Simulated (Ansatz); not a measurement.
## Al2Cr2B3: relaxing a made-up structure

This structure for Al2Cr2B3 is made up. Its elements were placed in a known structure type with a cell scaled to their sizes. What cell does the guess relax to, and how far off was it?

Method: DFT, PBE, plane-wave PAW, files of the set soft_1, scalar-relativistic, ferromagnetic start, cell and ions relaxed at zero pressure; PAW set soft_1, in Ansatz 0.2.0.

### 1. The starting structure

Symmetry: R-3m, No. 166, trigonal system. Conventional cell: a = 3.109 Å, b = 3.109 Å, c = 23.680 Å, α = 90.00°, β = 90.00°, γ = 120.00°. Nearest to Cr lie 4 B at 1.81 to 2.08 Å. Nearest to Al lie 4 B at 1.91 to 2.00 Å. B has 6 Al at 2.00 Å nearest. Nearest to B lie 4 Cr at 1.81 to 2.08 Å and 1 Al at 1.91 Å. Farther neighbours are not listed.

### 2. Relaxing cell and atoms

The guessed cell has no reason to be at equilibrium. It is relaxed with the atoms, within the space group of the guess.

input.yaml reads:

```yaml
crystal:
  lattice:
    - [1.5545, 0.897490993, 7.893333333]
    - [-1.5545, 0.897490993, 7.893333333]
    - [0.0, -1.794981987, 7.893333333]
  atoms:
    - { symbol: Cr, position: [0.8724, 0.8724, 0.8724], spin: 3.0 }
    - { symbol: Cr, position: [0.1276, 0.1276, 0.1276], spin: 3.0 }
    - { symbol: Al, position: [0.704, 0.704, 0.704] }
    - { symbol: Al, position: [0.296, 0.296, 0.296] }
    - { symbol: B, position: [0.0, 0.0, 0.0] }
    - { symbol: B, position: [0.7846, 0.7846, 0.7846] }
    - { symbol: B, position: [0.2154, 0.2154, 0.2154] }
magnetization:
  spin_polarized: true
kpoints:
  mp_grid: { grid: [10, 10, 10] }
scf:
  occupations: { method: fermi_dirac, width: 0.05 }
hamiltonian:
  xc: pbe
  pseudopotentials: { kind: paw, azcp: { folder: soft_1 } }
relax:
  f_tol: 0.015
  max_steps: 70
  cell: {}
output:
  forces: true
  stress: true
```

Command:

```sh
ansatz run input.yaml --threads 4 --pin off --max-ram 10240MiB --backend cpu --events-out ev --progress --plain --runs-dir out
```

Numbers of over 12 decimals in the logs are rounded to 6 here.

The program printed:

```text
basis.fft_grid_basis auto: the FFT boxes are laid along the combinations [[1, 0, -1], [0, 1, -1], [0, 0, 1]] of the cell's own vectors, 3.109, 3.109 and 8.095 Å long. The dense box has 24×24×60 points. Along the cell's own vectors, as sized, it would have 60×60×60, 6.25 times as many. Of the 12 symmetry operations that the crystal satisfies within crystal.symmetry.tolerance (time reversal apart; of a slab, those that [...]
Engine: ansatz 0.2.0, aarch64-unknown-linux-gnu
Pseudopotentials: kind: paw
Pseudopotential: Cr, paw, valence charge 14, recommended cutoff 420 eV (normal), soft_1/Cr.paw.azcp
Pseudopotential: Al, paw, valence charge 3, recommended cutoff 420 eV (normal), soft_1/Al.paw.azcp
Pseudopotential: B, paw, valence charge 3, recommended cutoff 420 eV (normal), soft_1/B.paw.azcp
Functional definition: PBE
  parameter kappa = 0.804
  parameter beta = 0.066725
  exchange = pbe_x(kappa = kappa, mu = beta*pi^2/3)
  correlation = pbe_c(beta = beta)
Crystal: 7 atoms, lattice volume = 66.074 Å³
Basis set: ecut = 420 eV, 1293 PW (Γ), FFT grids on a1−a3, a2−a3, a3, exchange–correlation on 48×48×120 points (8 copies of the dense FFT grid, shifted against one another)
Bands: 32, of which v1, the nominal top of the filled ones, is band 22 counted from 1 (21 counted from 0)
Symmetry: 12 space group operations
Space group: R-3m (ITA 166), of the structure as read, at distance tolerance 4.0e-5 Å
Magnetic group: BNS 166.97 (UNI 1327), of the structure as read, at distance tolerance 4.0e-5 Å
k-points: 116 of 1000
Non-local potential: Cr, projectors of the file, l = 0: 3, l = 1: 2, l = 2: 3, l = 3: 1
Non-local potential: Al, projectors of the file, l = 0: 2, l = 1: 2, l = 2: 1
Non-local potential: B, projectors of the file, l = 0: 2, l = 1: 2, l = 2: 1
PAW form: soft (Blöchl's): semilocal exchange-correlation on the pseudo side does not see the compensation charge
PAW one-centre angular grid: Cr, 590 points (default); XC on 64 Gauss nodes
PAW one-centre angular grid: Al, 110 points (default); XC on 64 Gauss nodes
PAW one-centre angular grid: B, 110 points (default); XC on 64 Gauss nodes
Initial density: superposition of atomic densities (chi_scale 0.1, normalization cell)
Starting moments: Σ|m| = 6 μB on 2 of 7 sites
Initial wavefunctions: pseudopotential atomic-orbital guess
Functional: x = pbe(κ = 0.804, μ = 0.219515), c = pbe(β = 0.066725)
SCF iter   1: F=—  HF=-8303.847035 eV  |F-HF|=—  |Δ(HF+E_count)|=         —  Δρ=1.82e-1 (↑1.82e-1 ↓9.69e-2)  dr2=5.04e1  dr2_m=3.09e0  M=2.494 μB ∫|m|=3.256 μB  β_m=0.30  ethr=3.10e-3  ⟨swp⟩=6.6  Hψ=32369  notcnv=0  defer=3
Mixer restart at iter 1: flushing history
preconditioner: auto → Kerker (q_TF=auto, 2.540 Å⁻¹)  [metal: Δε(μ)=0.008 eV  Ē_g=9.484 eV  σ=0.050 eV  W_gap=0.04  n_scr=18 (ndim 8)  ℏωp=23.7 eV  f_vac=0.000  D(μ)=1.62/eV (n_scr^D=4)]
spin=Collinear: Kerker preconditioning applied to the charge; magnetization (m = ρ↑ − ρ↓) channel mixes plain (no charge-response kernel on spin).
SCF iter   2: F=—  HF=-8294.842335 eV  |F-HF|=—  |Δ(HF+E_count)|=    9.00e0  Δρ=9.09e-2 (↑9.09e-2 ↓5.81e-2)  dr2=1.44e1  dr2_m=1.16e0  M=2.376 μB ∫|m|=3.338 μB  β_m=0.44  ethr=3.10e-3  ⟨swp⟩=3.5  Hψ=18284  notcnv=0  defer=679
SCF iter   3: F=—  HF=-8291.468672 eV  |F-HF|=—  |Δ(HF+E_count)|=    3.37e0  Δρ=3.69e-2 (↑2.04e-2 ↓3.69e-2)  dr2=9.74e-1  dr2_m=2.96e-1  M=1.946 μB ∫|m|=3.014 μB  β_m=0.72  ethr=3.10e-3  ⟨swp⟩=3.6  Hψ=16637  notcnv=0  defer=676
SCF iter   4: F=—  HF=-8292.711616 eV  |F-HF|=—  |Δ(HF+E_count)|=    1.24e0  Δρ=1.77e-2 (↑1.76e-2 ↓1.77e-2)  dr2=2.28e-1  dr2_m=1.70e-1  M=1.455 μB ∫|m|=2.293 μB  β_m=0.86  ethr=2.26e-3  ⟨swp⟩=2.7  Hψ=16094  notcnv=0  defer=491
SCF iter   5: F=—  HF=-8293.056085 eV  |F-HF|=—  |Δ(HF+E_count)|=         —  Δρ=2.76e-2 (↑1.59e-2 ↓2.76e-2)  dr2=2.31e-1  dr2_m=2.81e-1  M=0.920 μB ∫|m|=1.274 μB  β_m=0.86  ethr=5.31e-4  ⟨swp⟩=3.0  Hψ=14334  notcnv=0  defer=471
Mixer restart at iter 5: flushing history
SCF iter   6: F=—  HF=-8293.031803 eV  |F-HF|=—  |Δ(HF+E_count)|=   2.43e-2  Δρ=1.64e-2 (↑1.64e-2 ↓5.43e-3)  dr2=9.10e-2  dr2_m=6.38e-2  M=0.777 μB ∫|m|=0.990 μB  β_m=0.93  ethr=5.31e-4  ⟨swp⟩=2.7  Hψ=14171  notcnv=0  defer=466
SCF iter   7: F=—  HF=-8293.027936 eV  |F-HF|=—  |Δ(HF+E_count)|=   3.87e-3  Δρ=7.73e-3 (↑3.08e-3 ↓7.73e-3)  dr2=8.29e-2  dr2_m=4.09e-3  M=0.741 μB ∫|m|=0.906 μB  β_m=0.86  ethr=2.12e-4  ⟨swp⟩=2.7  Hψ=16759  notcnv=0  defer=465
SCF iter   8: F=—  HF=-8293.010636 eV  |F-HF|=—  |Δ(HF+E_count)|=   1.73e-2  Δρ=1.42e-3 (↑1.10e-3 ↓1.42e-3)  dr2=9.07e-4  dr2_m=8.13e-4  M=0.669 μB ∫|m|=0.791 μB  β_m=0.90  ethr=1.93e-4  ⟨swp⟩=2.6  Hψ=12611  notcnv=0  defer=465
SCF iter   9: F=—  HF=-8293.011623 eV  |F-HF|=—  |Δ(HF+E_count)|=   9.87e-4  Δρ=6.78e-4 (↑6.78e-4 ↓3.96e-4)  dr2=7.36e-4  dr2_m=1.32e-4  M=0.640 μB ∫|m|=0.750 μB  β_m=0.95  ethr=2.11e-6  ⟨swp⟩=2.0  Hψ=10803  notcnv=0  defer=462
SCF iter  10: F=—  HF=-8293.011608 eV  |F-HF|=—  |Δ(HF+E_count)|=   1.45e-5  Δρ=3.45e-4 (↑3.45e-4 ↓2.65e-4)  dr2=8.62e-6  dr2_m=5.55e-5  M=0.632 μB ∫|m|=0.740 μB  β_m=0.98  ethr=1.71e-6  ⟨swp⟩=2.2  Hψ=9216  notcnv=0  defer=462
SCF iter  11: F=—  HF=-8293.011557 eV  |F-HF|=—  |Δ(HF+E_count)|=   5.10e-5  Δρ=1.34e-4 (↑7.22e-5 ↓1.34e-4)  dr2=5.40e-6  dr2_m=5.99e-6  M=0.624 μB ∫|m|=0.729 μB  β_m=0.99  ethr=2.00e-8  ⟨swp⟩=2.1  Hψ=12547  notcnv=0  defer=462
SCF iter  12: F=—  HF=-8293.011558 eV  |F-HF|=—  |Δ(HF+E_count)|=   1.38e-6  Δρ=2.69e-5 (↑2.69e-5 ↓2.09e-5)  dr2=8.06e-8  dr2_m=3.34e-7  M=0.619 μB ∫|m|=0.723 μB  β_m=0.99  ethr=1.25e-8  ⟨swp⟩=2.0  Hψ=11175  notcnv=0  defer=462
SCF iter  13: F=—  HF=-8293.011559 eV  |F-HF|=—  |Δ(HF+E_count)|=   1.67e-7  Δρ=1.21e-5 (↑1.21e-5 ↓5.80e-6)  dr2=3.20e-7  dr2_m=1.20e-8  M=0.618 μB ∫|m|=0.722 μB  β_m=1.00  ethr=1.87e-10  ⟨swp⟩=2.1  Hψ=12561  notcnv=0  defer=462
SCF iter  14: F=—  HF=-8293.011559 eV  |F-HF|=—  |Δ(HF+E_count)|=   1.12e-9  Δρ=2.06e-6 (↑2.06e-6 ↓1.27e-6)  dr2=1.05e-8  dr2_m=1.13e-9  M=0.618 μB ∫|m|=0.721 μB  β_m=1.00  ethr=1.87e-10  ⟨swp⟩=2.7  Hψ=12528  notcnv=0  defer=462
SCF iter  15: F=-8293.011559 eV  HF=-8293.011559 eV  |F-HF|=3.45e-9  |Δ(HF+E_count)|=   1.08e-9  Δρ=6.55e-7 (↑6.55e-7 ↓6.06e-7)  dr2=3.96e-9  dr2_m=2.47e-11  M=0.618 μB ∫|m|=0.721 μB  ethr=2.44e-11  ⟨swp⟩=1.5  Hψ=17584  notcnv=0
SCF 1 converged in 15 iterations: F = -8293.011559 eV  dr2 = 3.96e-9
  greatest PAW one-centre occupation: 1.000 electrons in one spin orbital (limit 2), on the Cr atom at site 1 (counted from 0), in its partial waves of l = 0
[...]
relax step   6: F+E_penalty+E_count = -8296.68263662 eV  Δ(F+E_penalty+E_count) = -2.736e-4 eV  max|allowed force component| = 3.301e-3 eV/Å  Δτ_max = 0.0033 Å  P = -0.005 GPa  Ω = 82.806 Å³  energy of the carried Pulay correction = -1.205e-2 eV  (7 SCF iters, dr2 threshold 1.81e-7 eV, accepted)
[...]
relax step   7: F+E_penalty+E_count = -8296.74297077 eV  Δ(F+E_penalty+E_count) = -6.033e-2 eV  max|allowed force component| = 4.676e-3 eV/Å  Δτ_max = 0.0000 Å  P = +1.007 GPa  Ω = 82.806 Å³  stress off target by 1.36e0 GPa  SCF on the basis re-selected at this cell (its energy is not comparable with the rows above)  (14 SCF iters)
[...]
relax step   8: F+E_penalty+E_count = -8296.74509968 eV  Δ(F+E_penalty+E_count) = -2.129e-3 eV  max|allowed force component| = 3.966e-3 eV/Å  Δτ_max = 0.0015 Å  P = +0.018 GPa  Ω = 83.354 Å³  energy of the carried Pulay correction = -3.247e-4 eV  (9 SCF iters, dr2 threshold 7.00e-7 eV, accepted)
[...]
relax step   9: F+E_penalty+E_count = -8296.74510760 eV  Δ(F+E_penalty+E_count) = -7.926e-6 eV  max|allowed force component| = 1.453e-3 eV/Å  Δτ_max = 0.0006 Å  P = +0.001 GPa  Ω = 83.357 Å³  energy of the carried Pulay correction = -3.264e-4 eV  (8 SCF iters, dr2 threshold 6.38e-9 eV, accepted)
iter 1 solved again at ethr=2.10e-7 eV; its pass at ethr=3.10e-3 eV (dr2=9.02e-5 eV) is discarded
SCF iter   1: F=—  HF=-8296.744954 eV  |F-HF|=—  |Δ(HF+E_count)|=         —  Δρ=1.68e-4 (↑1.51e-4 ↓1.68e-4)  dr2=1.92e-6  dr2_m=5.71e-8  M=-1.018 μB ∫|m|=1.334 μB  β_m=0.65  ethr=2.10e-7  ⟨swp⟩=3.0  Hψ=49878  notcnv=0
preconditioner: auto → Kerker (q_TF=auto, 2.114 Å⁻¹)  [metal: Δε(μ)=0.001 eV  Ē_g=6.711 eV  σ=0.050 eV  W_gap=0.01  n_scr=10 (ndim 8)  ℏωp=21.1 eV  f_vac=0.000  D(μ)=4.05/eV (n_scr^D=36)]
spin=Collinear: Kerker preconditioning applied to the charge; magnetization (m = ρ↑ − ρ↓) channel mixes plain (no charge-response kernel on spin).
SCF iter   2: F=—  HF=-8296.745372 eV  |F-HF|=—  |Δ(HF+E_count)|=   4.18e-4  Δρ=5.99e-5 (↑5.40e-5 ↓5.99e-5)  dr2=2.40e-7  dr2_m=7.19e-9  M=-1.018 μB ∫|m|=1.334 μB  β_m=0.64  ethr=4.46e-9  ⟨swp⟩=1.7  Hψ=8209  notcnv=0
SCF iter   3: F=—  HF=-8296.745433 eV  |F-HF|=—  |Δ(HF+E_count)|=   6.11e-5  Δρ=2.52e-6 (↑2.37e-6 ↓2.52e-6)  dr2=2.54e-9  dr2_m=2.13e-10  M=-1.018 μB ∫|m|=1.334 μB  β_m=0.64  ethr=5.57e-10  ⟨swp⟩=2.1  Hψ=9629  notcnv=0
SCF iter   4: F=—  HF=-8296.745433 eV  |F-HF|=—  |Δ(HF+E_count)|=   3.77e-8  Δρ=1.24e-6 (↑1.24e-6 ↓1.04e-6)  dr2=5.79e-9  dr2_m=1.97e-11  M=-1.018 μB ∫|m|=1.334 μB  β_m=0.64  ethr=5.91e-12  ⟨swp⟩=2.0  Hψ=10517  notcnv=0
SCF iter   5: F=—  HF=-8296.745433 eV  |F-HF|=—  |Δ(HF+E_count)|=   9.74e-9  Δρ=1.23e-6 (↑1.23e-6 ↓7.62e-7)  dr2=4.40e-9  dr2_m=1.96e-10  M=-1.018 μB ∫|m|=1.334 μB  β_m=0.82  ethr=5.91e-12  ⟨swp⟩=2.6  Hψ=12284  notcnv=0
SCF iter   6: F=—  HF=-8296.745433 eV  |F-HF|=—  |Δ(HF+E_count)|=   1.15e-8  Δρ=7.26e-7 (↑5.67e-7 ↓7.26e-7)  dr2=5.91e-10  dr2_m=2.72e-10  M=-1.018 μB ∫|m|=1.334 μB  β_m=0.91  ethr=5.91e-12  ⟨swp⟩=2.3  Hψ=12045  notcnv=0
SCF iter   7: F=—  HF=-8296.745433 eV  |F-HF|=—  |Δ(HF+E_count)|=  1.27e-10  Δρ=3.59e-7 (↑2.23e-7 ↓3.59e-7)  dr2=2.93e-11  dr2_m=6.32e-11  M=-1.018 μB ∫|m|=1.334 μB  β_m=0.96  ethr=1.37e-12  ⟨swp⟩=2.1  Hψ=9599  notcnv=0
SCF iter   8: F=-8296.745433 eV  HF=-8296.745433 eV  |F-HF|=4.91e-11  |Δ(HF+E_count)|=    0.00e0  Δρ=1.26e-7 (↑5.33e-8 ↓1.26e-7)  dr2=4.92e-11  dr2_m=1.17e-12  M=-1.018 μB ∫|m|=1.334 μB  ethr=1.00e-12  ⟨swp⟩=2.5  Hψ=21398  notcnv=0
SCF 10 converged in 8 iterations: F = -8296.745433 eV  dr2 = 4.92e-11
relax step  10: F+E_penalty+E_count = -8296.74543317 eV  Δ(F+E_penalty+E_count) = -3.256e-4 eV  max|allowed force component| = 1.462e-3 eV/Å  Δτ_max = 0.0000 Å  P = -0.002 GPa  Ω = 83.357 Å³  stress off target by 3.49e-3 GPa  SCF on the basis re-selected at this cell (its energy is not comparable with the rows above)  (8 SCF iters)
basis re-selected at this cell: Δ(F+E_penalty+E_count) = -3.256e-4 eV, ΔP = -0.003 GPa vs the last step (what re-selecting the basis moved, of the pressure what is left beyond the Pulay correction that the steps carried, after the strain that the cell walked since its last selection, with what the two solves' SCF thresholds leave and, on support functions, any second-order correction that the steps lacked; it is no m [...]
an SCF from antiferromagnetic starting moments (3.00, -3.00, 0.00, 0.00, 0.00, 0.00, 0.00 Bohr magnetons, atom by atom) was not made, so that it is not known whether that order lies lower: the deck asks for what bars it, or types moments that do (magnetization.spin_polarized, in the input reference, names some of the keys), or the run goes by scf.lower_state_search: light, the default, which as a rule tries one only behind a close that has lost an order of both signs, or on which an open d or half-filled 4f shell of a PAW file has lost a moment that was set nearer to Hund's than to what is left; [rest of the remark cut]
SCF converged after 8 iterations
Magnetization: -1.0179 μB (20.9910 up, 22.0090 down)
Absolute magnetization: 1.3347 μB (∫|ρ↑−ρ↓|, with the PAW one-centre terms)
Spin contamination: 0.0225 ħ² per cell (⟨S²⟩ above its minimum at these occupations)
Per-site moments (μB) at R_I (Å): [(-0.478912, 0.820099), (-0.478912, 0.820099), (0.00317877, 0.842993), (0.00317877, 0.842993), (0.00561802, 0.910640), (0.041661, 0.820099), (0.041661, 0.820099)]
Free energy (F): -8296.745433 eV
Harris-Foulkes:  -8296.745433 eV  (|F-HF|=4.91e-11)
Internal energy: -8296.712369 eV  (E = F + TS)
E sigma→0 (E₀):  -8296.728901 eV
Entropy (-TS):   -0.033064 eV (-4.723 meV/atom)
Fermi energy:    10.272094 eV
--- Per-component energies (eV) ---
  E_band       = -460.333838
  E_kinetic    = 800.681519
  E_local      = -4941.865630  (includes V_loc(G=0)·N_el)
  E_nonlocal   = 131.462192
  E_hartree    = 2287.623464
  E_xc         = -405.289609
  E_vxc        = -468.605754  (∫ρ·V_xc dr)
  E_paw        = -3612.549229  (= ΣΔE_a)
  E_vpaw       = -557.254171  (= ΣTr[D̂ρ^β])
  E_aug_tail   = 0.001693  (compensation charges beyond the density's cutoff)
  E_ewald      = -2556.776770
  E_smearing   = -0.033064  (= −TS)
  E_closure    = -0.000000  (closes the sum)
  Σ components = -8296.745433   (vs F -8296.745433, Δ=0.00e0)
--- Forces (eV/Å), atoms counted from 1 ---
  atom   1  Cr    -0.00000000     0.00000000    -0.00054395
  atom   2  Cr     0.00000000    -0.00000000     0.00054395
  atom   3  Al    -0.00000000     0.00000000    -0.00009839
  atom   4  Al     0.00000000    -0.00000000     0.00009839
  atom   5  B      0.00000000     0.00000000    -0.00000000
  atom   6  B     -0.00000000    -0.00000000     0.00146216
  atom   7  B      0.00000000     0.00000000    -0.00146216
  max |Σ_I F_I| component: 9.25e-18 eV/Å
--- Stress (GPa, compression-positive) ---
       -0.001091      -0.000000      -0.000000
       -0.000000      -0.001091       0.000000
       -0.000000       0.000000      -0.003494
  P = ⅓ Tr σ = -0.0019 GPa (-0.019 kbar)
--- Relaxed structure (8 steps of the walk, 8 accepted, 2 SCFs on fresh bases) ---
  F+E_penalty+E_count = -8296.74543317 eV   max|allowed force component| = 1.462e-3 eV/Å   (the final SCF, on the basis selected at the relaxed cell)
  cell:  # Å, volume = 83.3574 Å³
    - [1.752509, 1.011812, 7.834896]
    - [-1.752509, 1.011812, 7.834896]
    - [0, -2.023623, 7.834896]
  atoms:
    - { symbol: Cr, position: [0.875734, 0.875734, 0.875734] }
    - { symbol: Cr, position: [0.124266, 0.124266, 0.124266] }
    - { symbol: Al, position: [0.704205, 0.704205, 0.704205] }
    - { symbol: Al, position: [0.295795, 0.295795, 0.295795] }
    - { symbol: B, position: [0, 0, 0] }
    - { symbol: B, position: [0.791150, 0.791150, 0.791150] }
    - { symbol: B, position: [0.208850, 0.208850, 0.208850] }
```

The job ended after 90 s (4 threads of Arm Neoverse V1, shared host; peak memory 0.81 GiB; 5.8 min of CPU time).

The steps of the relaxation:

```csv
step,energy less that of the first step (eV),largest force component (eV/Å),pressure (GPa),volume (Å³)
1,0.0000,1.9507,60.36,66.07
2,-2.4596,1.2967,28.25,73.06
3,-3.5475,0.2661,7.44,79.61
4,-3.6667,0.1416,1.29,82.18
5,-3.6708,0.0539,-0.06,82.87
6,-3.6711,0.0033,0.00,82.81
7*,-3.7314,0.0047,1.01,82.81
8,-3.7335,0.0040,0.02,83.35
9,-3.7335,0.0015,0.00,83.36
10*,-3.7339,0.0015,0.00,83.36
```

Relaxation steps marked * repeat the geometry before them on a plane-wave basis chosen anew for their cell, so energy and pressure can jump there.

Forces are held to the 12 operations that the run works with; a distortion that breaks them can't arise in this run.

```csv
cell as run,before,after,change
a (Å),8.095,8.092,-0.0 %
b (Å),8.095,8.092,-0.0 %
c (Å),8.095,8.092,-0.0 %
α (°),22.14,25.02,+13.0 %
β (°),22.14,25.02,+13.0 %
γ (°),22.14,25.02,+13.0 %
volume (Å³/atom),9.44,11.91,+26.2 %
```

The atoms that moved most (Å, as changes of fractional coordinates times the final cell):

```csv
atom,dx,dy,dz,length
B6,0.000,0.000,0.154,0.154
B7,0.000,0.000,-0.154,0.154
Cr1,0.000,0.000,0.078,0.078
Cr2,0.000,0.000,-0.078,0.078
```

The relaxed structure:

```xyz
7
Lattice="1.7525 1.0118 7.8349 -1.7525 1.0118 7.8349 0.0000 -2.0236 7.8349" Properties=species:S:1:pos:R:3 pbc="T T T"
Cr    0.0000    0.0000   20.5839
Cr    0.0000    0.0000    2.9208
Al    0.0000    0.0000   16.5521
Al    0.0000    0.0000    6.9526
B     0.0000    0.0000    0.0000
B     0.0000    0.0000   18.5957
B     0.0000    0.0000    4.9090
```

This step gave:

| Property | Result |
| --- | --- |
| free energy | -8296.7454 eV |
| energy at zero smearing | -8296.7289 eV |
| smearing term TS | 0.03306 eV |
| Fermi energy | 10.27 eV |
| magnetization | -1.018 μB |
| absolute magnetization | 1.335 μB |
| site moments | -0.4789, -0.4789, 0.003179, 0.003179, 0.005618, 0.04166, 0.04166 μB |
| electrons | 43 |
| symmetry operations | 12 |
| pressure | -0.001892 GPa |

Site moment by atom:

```csv
atom,site moment (μB)
Cr1,-0.479
Cr2,-0.479
Al3,0.003
Al4,0.003
B5,0.006
B6,0.042
B7,0.042
```

Shortest distances by pair of elements, guess and relaxed (not always the same contact):

```csv
pair,guess (Å),relaxed (Å)
B–Cr,1.810,1.988
Al–B,1.909,2.044
Al–Al,2.520,2.685
B–B,2.924,2.833
Cr–Cr,2.578,2.840
```

The relaxation ends with a largest force component of 0.0015 eV/Å and a pressure of 0.00 GPa.

### 3. Results

```json
{
 "space group, relaxed": "R-3m",
 "conventional cell": "a = 3.505, b = 3.505, c = 23.505 Å; α = 90.0°, β = 90.0°, γ = 120.0°",
 "volume per atom": "11.91 Å³ (guess 9.44)",
 "total moment": "1.02 μB in the cell of 7 atoms"
}
```

In words: Al2Cr2B3 relaxes to R-3m with a = 3.505, b = 3.505 and c = 23.505 Å. The guessed volume was 21 % too small. The space group R-3m was held in the relaxation, so the end point is a stationary structure within it and may be a saddle against distortions or other arrangements. The input starts from parallel moments, and no other start was typed. Mesh and cutoff weren't tested. No dispersion term is used, so weakly bound directions may come out too long. Nothing here tests whether the compound is stable against decomposition.

[Logs are printed without paths, hosts, clocks, repeated set-up lines and the standing remarks that a program may print on its own settings, such as how far it seeks lower states.]

[Hosts, paths, dates, database ids (printed as entryN), source tags and the programs' standing remarks are cut or masked in the printed files.]
